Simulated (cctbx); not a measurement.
# Diagnosing a refinement

Cell a = 7.2880 Å, b = 4.5270 Å, c = 7.6050 Å, α = 90.00°, β = 90.00°, γ = 90.00°; space group Pnma (no. 62). The compound is TbScPd.

The data are simulated with cctbx, not measured: Cu Kα, λ = 1.54184 Å, to d = 0.83 Å, 80 % of the full sphere, strongest reflection 20000 counts, noise from counting, a 4 % proportional error and a noise floor of 15 counts (s.d.); no absorption.

An anisotropic refinement with weights 1/σ² prints:

```text
Rint 0.038, 72 unique reflections to 1.30 A
cycle     R1     wR2    GooF  max shift (A)
   1  0.0127  0.0293   1.102   0.00293
   2  0.0103  0.0217   0.816   0.00000
final R1 0.0103 wR2 0.0217 GooF 0.816  parameters 18  data/parameter 4.0
atom        x        y        z      Ueq    occ   su(xyz)  su(Uiso or U11)
Tb1    0.01345  0.75000  0.69210   0.0098  1.000  0.00011  0.0008
Pd1    0.71729  0.25000  0.59151   0.0132  1.000  0.00015  0.0008
Sc1    0.67452  0.75000  0.42852   0.0131  1.000  0.00033  0.0017
difference map: max 0.35 min -0.44 rms 0.12
Q1    0.1145  0.0115  0.5942    8    0.37  1.58 A from Tb1
Q2    0.1359  0.0146  0.2458    8    0.36  1.59 A from Tb1
Q3    0.1090  0.2500  0.0973    4    0.33  1.64 A from Pd1
Q4    0.1021  0.0133  0.9105    8    0.25  1.36 A from Pd1
Q5    0.0976  0.7500  0.0733    4    0.25  0.56 A from Sc1
Q6    0.1369  0.7500  0.4295    4    0.24  1.07 A from Pd1
```

**Question.** Can this result stand? If not, what is the likely fault?

Mend it. The fault: data cut at low resolution. Against the right model at the same level, R1 goes from 0.0137 to 0.0103 and GooF from 0.90 to 0.82. The atoms are right, but there are too few data for the parameters: R1 flatters and the s.u.s grow. Data per parameter fall from 14.5 to 4.

The compound is TbScPd. The right model at the same level gives:

```text
Rint 0.043, 261 unique reflections to 0.83 A
cycle     R1     wR2    GooF  max shift (A)
   1  0.0178  0.0411   1.216   0.00097
   2  0.0137  0.0305   0.902   0.00000
final R1 0.0137 wR2 0.0305 GooF 0.902  parameters 18  data/parameter 14.5
atom        x        y        z      Ueq    occ   su(xyz)  su(Uiso or U11)
Tb1    0.01350  0.75000  0.69194   0.0095  1.000  0.00006  0.0002
Pd1    0.71726  0.25000  0.59171   0.0128  1.000  0.00007  0.0003
Sc1    0.67499  0.75000  0.42856   0.0126  1.000  0.00018  0.0006
difference map: max 1.33 min -1.02 rms 0.25
Q1    0.0809  0.2500  0.2295    4    1.33  0.91 A from Tb1
Q2    0.1127  0.5319  0.9297    8    1.01  1.50 A from Pd1
Q3    0.1199  0.7500  0.9833    4    1.00  0.78 A from Sc1
Q4    0.0618  0.0395  0.3154    8    0.73  1.10 A from Tb1
Q5    0.0979  0.5221  0.5573    8    0.68  1.58 A from Tb1
Q6    0.1878  0.7500  0.0944    4    0.67  0.20 A from Sc1
```

The model is made up (kin elements in a known structure type, no relaxation), so it says nothing on whether the phase exists.

[Middle refinement cycles are left out of these outputs.]

[Logs are printed without paths, hosts, clocks, repeated set-up lines and the standing remarks that a program may print on its own settings, such as how far it seeks lower states.]
